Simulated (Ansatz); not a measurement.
# What Mg3SiO (built on the sites of a database entry of Ca3SnO) distorts into, part 2 of 2

Wanted: the energy along a soft mode of Mg3SiO (built on the sites of a database entry of Ca3SnO) and the structure at the end.

Ansatz 0.2.0; DFT PBE, scalar-relativistic, plane waves, norm-conserving pseudopotentials.

So far, highest frequency on the path or at a solved wavevector (cm⁻¹): step 2 (the dispersion) 471. Also lowest frequency on the path (cm⁻¹): step 2 -58.9.

The structure was built from a prototype and need not be the compound's stable phase.

### Step 4. The mode frozen in, largest atomic shift 0.32 Å

The atoms are moved along the unstable eigenvector, the largest shift by 0.32 Å, with the cell fixed.

File input.yaml:

```yaml
crystal:
  lattice:
    - [-4.2216622333, 0.0, 0.0]
    - [0.0, -4.2216622333, -4.2216622333]
    - [0.0, -4.2216622333, 4.2216622333]
  atoms:
    - { symbol: Mg, position: [1.0, 0.0, 0.5] }
    - { symbol: Mg, position: [1.0, 0.5, 0.0] }
    - { symbol: Mg, position: [0.5, 0.2878997634, 0.7121002366] }
    - { symbol: Mg, position: [0.5, 0.7121002366, 0.2878997634] }
    - { symbol: Mg, position: [0.5, 0.7878997634, 0.7878997634] }
    - { symbol: Mg, position: [0.5, 0.2121002366, 0.2121002366] }
    - { symbol: Si, position: [0.0, 0.5, 0.5] }
    - { symbol: Si, position: [0.0, 1.0, 0.0] }
    - { symbol: O, position: [0.5, 0.0, 0.5] }
    - { symbol: O, position: [0.5, 0.5, 0.0] }
kpoints:
  mp_grid: { grid: [8, 6, 6] }
hamiltonian:
  xc: pbe
  pseudopotentials: { kind: nc }
scf:
  occupations: { method: methfessel_paxton, width: 0.2 }
output:
  forces: true
  stress: true
  eigenvalues: true
  write_density: true
  write_potential: true
  elf: true
  volumetric_format: npy
```

The run is started by

```
$ ansatz run input.yaml --threads 8 --pin off --max-ram 14336MiB --backend cpu --events-out ev --progress --plain --runs-dir out
```

Numbers of over 12 decimals in the logs are rounded to 6 here.

Log:

```text
[...]
Crystal: 10 atoms, lattice volume = 150.481 Å³
Basis set: ecut = 1240 eV, 14893 PW (Γ), exchange–correlation on 100×144×144 points (8 copies of the dense FFT grid, shifted against one another)
Bands: 50, of which v1, the nominal top of the filled ones, is band 40 counted from 1 (39 counted from 0)
Symmetry: 16 space group operations
[...]
k-points: 50 of 288
[...]
k-point 0: bands = [... 36 lower, 7.9101, 8.0425, 8.0425, 8.1532, 8.5212, 9.0361, 9.0530, 10.1285, ... 6 higher]
  k-point 1: bands = [... 36 lower, 7.3459, 7.5168, 7.8913, 8.3731, 8.6578, 9.3177, 9.7757, 10.7522, ... 6 higher]
  k-point 2: bands = [... 36 lower, 6.3422, 6.9057, 7.8715, 8.1082, 9.6882, 9.7462, 10.5899, 11.4850, ... 6 higher]
  k-point 49: bands = [... 36 lower, 5.9463, 5.9463, 8.0657, 8.0657, 8.7047, 8.7047, 10.9195, 10.9195, ... 6 higher]
[key lines of the parts left out:]
SCF converged after 8 iterations
Free energy (F): -10861.280804 eV
Fermi energy:    8.410496 eV
P = ⅓ Tr σ = 0.4691 GPa (4.691 kbar)
```

Wall time 8.1 s (8 threads of AMD EPYC 9R14 (Zen 4), shared host); peak memory 2.2 GiB; 60 s of CPU time.

This step gave:

```yaml
pressure: 0.4691 GPa
energy_from_the_undistorted_cell: -1.966 meV/atom
```

The energy, extrapolated to zero smearing, is -1.97 meV/atom against the undistorted cell.

The run ends at a pressure of 0.47 GPa, with forces up to 0.033 eV/Å.

### Step 5. Energy along the mode, all amplitudes (two of the runs are shown above)

An imaginary frequency means negative curvature, so the energy should fall and then rise again as anharmonic terms take over.

This step gave:

* depth at the lowest point sampled: 1.966 meV/atom
* largest atomic shift at that point: 0.32 Å

Energy from the parent against largest atomic shift:

```csv
largest atomic shift (Å),energy from the parent (meV/atom)
0.000,0
0.040,-0.092
0.080,-0.358
0.140,-0.999
0.220,-1.93
0.320,-1.97
0.450,4.10
```

Displacement at unit largest shift by atom:

```csv
atom,x (Å),y (Å),z (Å),size
Mg1,0.00,0.00,0.00,0.00
Mg2,0.00,0.00,0.00,0.00
Mg3,0.00,0.00,-1.00,1.00
Mg4,0.00,0.00,1.00,1.00
Mg5,0.00,-1.00,0.00,1.00
Mg6,0.00,1.00,0.00,1.00
Si7,0.00,0.00,0.00,0.00
Si8,0.00,0.00,0.00,0.00
O9,0.00,0.00,0.00,0.00
O10,0.00,0.00,0.00,0.00
```

The lowest of the steps tried is at 0.32 Å, 1.97 meV/atom below the parent; the bottom of the well need not coincide with a step.

### Step 6. Relaxation from the frozen mode

Starting from the lowest point found, all atoms and the cell are let go, so that strain and other modes of the same symmetry can join in.

input.yaml: that of step 4 with these lines changed.

```diff
@@ -27,5 +27,6 @@
   eigenvalues: true
-  write_density: true
-  write_potential: true
-  elf: true
-  volumetric_format: npy
+relax:
+  adjacent_minimum: "off"
+  f_tol: 0.002
+  max_steps: 120
+  cell: { stress_tol: 0.03 }
```

Log:

```text
[...]
Crystal: 10 atoms, lattice volume = 150.481 Å³
Basis set: ecut = 1240 eV, 14893 PW (Γ), exchange–correlation on 100×144×144 points (8 copies of the dense FFT grid, shifted against one another)
Bands: 50, of which v1, the nominal top of the filled ones, is band 40 counted from 1 (39 counted from 0)
Symmetry: 16 space group operations
[...]
k-points: 50 of 288
[...]
SCF iter   1: F=—  HF=-10865.195199 eV  |F-HF|=—  |Δ(HF+E_count)|=         —  Δρ=9.76e-2  dr2=1.74e1  ethr=3.10e-3  ⟨swp⟩=8.7  Hψ=10970  notcnv=0
[...]
SCF iter   8: F=-10861.280804 eV  HF=-10861.280804 eV  |F-HF|=4.13e-8  |Δ(HF+E_count)|=   1.29e-7  S|Δr|=    0.00e0  Δρ=1.19e-5  dr2=6.21e-8  ethr=1.25e-10  ⟨swp⟩=14.2  Hψ=14057  notcnv=0
SCF 1 converged in 8 iterations: F = -10861.280804 eV  dr2 = 6.21e-8
relax step   1: F+E_penalty+E_count = -10861.28080436 eV  Δ(F+E_penalty+E_count) = +0.000e0 eV  max|allowed force component| = 3.285e-2 eV/Å  Δτ_max = 0.0000 Å  P = +0.469 GPa  Ω = 150.481 Å³  (8 SCF iters, dr2 threshold 1.00e-7 eV, accepted)
Crystal: 10 atoms, lattice volume = 151.088 Å³
Basis set: ecut = 1240 eV, 14957 PW (Γ), exchange–correlation on 100×144×144 points (8 copies of the dense FFT grid, shifted against one another)
[...]
SCF iter   5: F=-10861.285355 eV  HF=-10861.285355 eV  |F-HF|=1.58e-7  |Δ(HF+E_count)|=   9.51e-7  S|Δr|=    0.00e0  Δρ=1.82e-5  dr2=2.43e-7  ethr=1.25e-9  ⟨swp⟩=4.9  Hψ=10731  notcnv=0
SCF 2 converged in 5 iterations: F = -10861.285355 eV  dr2 = 2.43e-7
relax step   2: F+E_penalty+E_count = -10861.28535476 eV  Δ(F+E_penalty+E_count) = -4.550e-3 eV  max|allowed force component| = 1.975e-2 eV/Å  Δτ_max = 0.0050 Å  P = +0.102 GPa  Ω = 151.088 Å³  energy of the carried Pulay correction = -1.062e-4 eV  (5 SCF iters, dr2 threshold 1.00e-6 eV, accepted)
Crystal: 10 atoms, lattice volume = 151.184 Å³
[...]
SCF iter   5: F=-10861.287492 eV  HF=-10861.287492 eV  |F-HF|=2.73e-7  |Δ(HF+E_count)|=   1.81e-6  S|Δr|=    0.00e0  Δρ=1.67e-5  dr2=3.93e-7  ethr=1.25e-9  ⟨swp⟩=4.8  Hψ=11130  notcnv=0
SCF 3 converged in 5 iterations: F = -10861.287492 eV  dr2 = 3.93e-7
relax step   3: F+E_penalty+E_count = -10861.28749173 eV  Δ(F+E_penalty+E_count) = -2.137e-3 eV  max|allowed force component| = 5.073e-3 eV/Å  Δτ_max = 0.0064 Å  P = +0.007 GPa  Ω = 151.184 Å³  energy of the carried Pulay correction = -1.230e-4 eV  (5 SCF iters, dr2 threshold 1.00e-6 eV, accepted)
[...]
relax step   4: F+E_penalty+E_count = -10861.28756961 eV  Δ(F+E_penalty+E_count) = -7.788e-5 eV  max|allowed force component| = 1.055e-3 eV/Å  Δτ_max = 0.0091 Å  P = +0.004 GPa  Ω = 151.147 Å³  energy of the carried Pulay correction = -1.165e-4 eV  (7 SCF iters, dr2 threshold 1.61e-9 eV, accepted)
[...]
SCF iter   5: F=-10861.287707 eV  HF=-10861.287707 eV  |F-HF|=0.00e0  |Δ(HF+E_count)|=  3.64e-11  S|Δr|=    0.00e0  Δρ=2.70e-7  dr2=1.97e-11  ethr=1.00e-12  ⟨swp⟩=6.6  Hψ=10200  notcnv=0
SCF 5 converged in 5 iterations: F = -10861.287707 eV  dr2 = 1.97e-11
relax step   5: F+E_penalty+E_count = -10861.28770737 eV  Δ(F+E_penalty+E_count) = -1.378e-4 eV  max|allowed force component| = 1.058e-3 eV/Å  Δτ_max = 0.0000 Å  P = +0.006 GPa  Ω = 151.147 Å³  stress off target by 1.02e-2 GPa  SCF on the basis re-selected at this cell (its energy is not comparable with the rows above)  (5 SCF iters)
basis re-selected at this cell: Δ(F+E_penalty+E_count) = -1.378e-4 eV, ΔP = +0.002 GPa vs the last step (what re-selecting the basis moved, of the pressure what is left beyond the Pulay correction that the steps carried, after the strain that the cell walked since its last selection, with what the two solves' SCF thresholds leave and, on support functions, any second-order correction that the steps lacked; it is no m [...]
SCF converged after 5 iterations
[...]
Free energy (F): -10861.287707 eV
[...]
Internal energy: -10861.288228 eV  (E = F + TS)
E sigma→0 (E₀):  -10861.287837 eV
Entropy (-TS):   0.000520 eV (0.052 meV/atom)
Fermi energy:    8.368711 eV
[...]
--- Forces (eV/Å), atoms counted from 1 ---
  atom   1  Mg    -0.00000000    -0.00000000     0.00000000
  atom   2  Mg     0.00000000    -0.00000000    -0.00000000
  atom   3  Mg     0.00000000    -0.00000000    -0.00105787
  atom   4  Mg    -0.00000000     0.00000000     0.00105787
  atom   5  Mg    -0.00000000    -0.00105787    -0.00000000
  atom   6  Mg     0.00000000     0.00105787     0.00000000
  atom   7  Si     0.00000000     0.00000000     0.00000000
  atom   8  Si     0.00000000    -0.00000000     0.00000000
  atom   9  O      0.00000000     0.00000000     0.00000000
  atom  10  O      0.00000000     0.00000000    -0.00000000
  max |Σ_I F_I| component: 1.73e-18 eV/Å
--- Stress (GPa, compression-positive) ---
       -0.003247       0.000000      -0.000000
        0.000000       0.010240       0.000000
       -0.000000       0.000000       0.010240
  P = ⅓ Tr σ = 0.0057 GPa (0.057 kbar)
--- Band table (eV; the first three rows and the last of 50) ---
  k-point 0: bands = [... 36 lower, 7.8264, 8.0257, 8.0257, 8.0971, 8.4501, 8.9541, 9.0498, 10.0591, ... 6 higher]
  k-point 1: bands = [... 36 lower, 7.3296, 7.4990, 7.8066, 8.2964, 8.6034, 9.1940, 9.7835, 10.7126, ... 6 higher]
  k-point 2: bands = [... 36 lower, 6.3146, 6.8788, 7.7851, 8.0242, 9.6132, 9.6347, 10.4976, 11.4527, ... 6 higher]
  k-point 49: bands = [... 36 lower, 5.9027, 5.9027, 8.0114, 8.0114, 8.6887, 8.6887, 10.9124, 10.9124, ... 6 higher]
--- Relaxed structure (4 steps of the walk, 4 accepted, 1 SCFs on fresh bases) ---
  F+E_penalty+E_count = -10861.28770737 eV   max|allowed force component| = 1.058e-3 eV/Å   (the final SCF, on the basis selected at the relaxed cell)
  cell:  # Å, volume = 151.1475 Å³
    - [-4.257757, 0, 0]
    - [0, -4.213035, -4.213035]
    - [0, -4.213035, 4.213035]
  atoms:
    - { symbol: Mg, position: [1.000000, 0.0, 0.500000] }
    - { symbol: Mg, position: [1.000000, 0.500000, 0.0] }
    - { symbol: Mg, position: [0.500000, 0.285468, 0.714532] }
    - { symbol: Mg, position: [0.500000, 0.714532, 0.285468] }
    - { symbol: Mg, position: [0.500000, 0.785468, 0.785468] }
    - { symbol: Mg, position: [0.500000, 0.214532, 0.214532] }
    - { symbol: Si, position: [0, 0.500000, 0.500000] }
    - { symbol: Si, position: [0, 1.000000, 0.0] }
    - { symbol: O, position: [0.500000, 0.0, 0.500000] }
    - { symbol: O, position: [0.500000, 0.500000, 0.0] }
```

It took 30 s on 8 threads; peak memory 2.3 GiB; 3.9 min of CPU time.

The steps of the relaxation:

```csv
step,energy less that of the first step (eV),largest force component (eV/Å),pressure (GPa),volume (Å³)
1,0.0000,0.0329,0.47,150.48
2,-0.0046,0.0197,0.10,151.09
3,-0.0067,0.0051,0.01,151.18
4,-0.0068,0.0011,0.00,151.15
5*,-0.0069,0.0011,0.01,151.15
```

Relaxation steps marked * repeat the geometry before them on a plane-wave basis chosen anew for their cell, so energy and pressure can jump there.

The run keeps the 16 symmetry operations that it works with, so distortions that break them were not tested.

```csv
cell as run,before,after,change
a (Å),4.222,4.258,+0.9 %
b (Å),5.970,5.958,-0.2 %
c (Å),5.970,5.958,-0.2 %
volume (Å³/atom),15.05,15.11,+0.4 %
```

The atoms that moved most (Å, as changes of fractional coordinates times the final cell):

```csv
atom,dx,dy,dz,length
Mg5,0.000,0.020,0.000,0.020
Mg6,0.000,-0.020,0.000,0.020
Mg4,0.000,0.000,-0.020,0.020
Mg3,0.000,0.000,0.020,0.020
```

The relaxed structure:

```
Mg Si O
1.0
    -4.25776    0.00000    0.00000
     0.00000   -4.21303   -4.21303
     0.00000   -4.21303    4.21303
Mg Si O
6 2 2
Direct
  0.00000 0.00000 0.50000
  0.00000 0.50000 0.00000
  0.50000 0.28547 0.71453
  0.50000 0.71453 0.28547
  0.50000 0.78547 0.78547
  0.50000 0.21453 0.21453
  0.00000 0.50000 0.50000
  0.00000 0.00000 0.00000
  0.50000 0.00000 0.50000
  0.50000 0.50000 0.00000
```

This step gave:

| Property | Result |
| --- | --- |
| pressure | 0.005745 GPa |
| volume per atom | 15.11 Å³ |

The distorted start has space group P4/mbm; the relaxation ends in P4/mbm.

### Step 7. Outcome

| Property | Result |
| --- | --- |
| unstable mode of the parent | q = (0, -0.5, -0.5), 59i cm⁻¹ |
| depth at the lowest point sampled | 1.97 meV/atom |
| largest atomic shift at that point | 0.32 Å |
| space group reached (within 0.01 Å) | P4/mbm |
| energy gained over the parent (first relaxation, on the mesh of the frozen mode) | 2.67 meV/atom |
| volume per atom, phase reached | 15.1 Å³ |

In words: Along this mode the structure falls into P4/mbm, 2.67 meV/atom below the parent. At the parent's cell the well is 1.966 meV/atom deep on the steps tried, with its lowest point at a shift of 0.32 Å. Relaxing atoms and cell changes the gain by +0.70 meV/atom against the lowest step (energies at zero smearing). The modes of the phase reached were not computed on this path. Of the 4 patterns followed to their end from this parent, this one reaches the lowest energy. Another end point lies within 1 meV/atom; how such a difference moves with mesh and cutoff was not tested. Each path keeps the symmetry of its pattern, so a lower phase may lie along a pattern not tried. With no gap, or one that is small against the smearing, the frequencies hang on the k mesh and the smearing, most of all near Kohn anomalies. The starting cell was built on a prototype and not taken from a measurement, so the phase need not exist.

[Logs are printed without paths, hosts, clocks, repeated set-up lines and the standing remarks that a program may print on its own settings, such as how far it seeks lower states.]

[Hosts, paths, dates, database ids (printed as entryN), source tags and the programs' standing remarks are cut or masked in the printed files.]
